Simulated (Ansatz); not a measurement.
In doubt: masses and optical values from hybrid runs of this build are listed as unsure (in some of the runs), which bears on the screening that GW takes from such a start.

LiH (Fm-3m), computed twice by G0W0.

The database entry behind the starting cell differs from later determinations by our own check (the deuteride, about 0.2 % short), so it need not match the best structure at ambient conditions.

```yaml
crystal:
  lattice:
    - [0.00000, 2.03675, 2.03675]
    - [2.03675, 0.00000, 2.03675]
    - [2.03675, 2.03675, 0.00000]
  atoms:
    - { symbol: Li, position: [0.00000, 0.00000, 0.00000] }
    - { symbol: H, position: [0.50000, 0.50000, 0.50000] }
```

The cell and positions come from the Crystallography Open Database and are kept as given unless a step says otherwise. PAW set soft_2, made with PBE.

The first (Ansatz 0.2.0; start PBE, 6×6×6 mesh, 50 empty bands, screening to 120 eV, plasmon pole; 1 × NVIDIA H100 80GB HBM3 (shared by 6 runs) with 3 threads of AMD EPYC 7R13 (Zen 3), shared host) gave, on its mesh: starting gap 3.02 eV, G0W0 gap 4.82 eV, RPA ε∞ (mean) 4.19, 7 s.

Question: The second changes start from PBE to PBE0 and frequency model from plasmon pole to contour deformation. What does it give?

It gave: starting gap 4.70 eV, G0W0 gap 5.67 eV, RPA ε∞ (mean) 3.15, 18 s. The G0W0 gap moves by +0.85 eV, +1.68 eV from the start and −0.83 eV from the correction. Σc changes by −0.41 eV at the valence top and +0.27 eV at the conduction bottom, and Σx − Vxc between them by −1.51 eV.

Limits: not at the basis limit.

[Paths, hosts, dates, memory and timing lines, banners, echoed tables and standing remarks are left out of the program output.]

[Logs are printed without paths, hosts, clocks, repeated set-up lines and the standing remarks that a program may print on its own settings, such as how far it seeks lower states.]

[Runs of the session that timed out or met a known fault of the program may be left out.]

[Cells called generated may have been cut or substituted from an entry of the Crystallography Open Database or the Materials Project.]

[Hosts, paths, dates, database ids (printed as entryN), source tags and the programs' standing remarks are cut or masked in the printed files.]
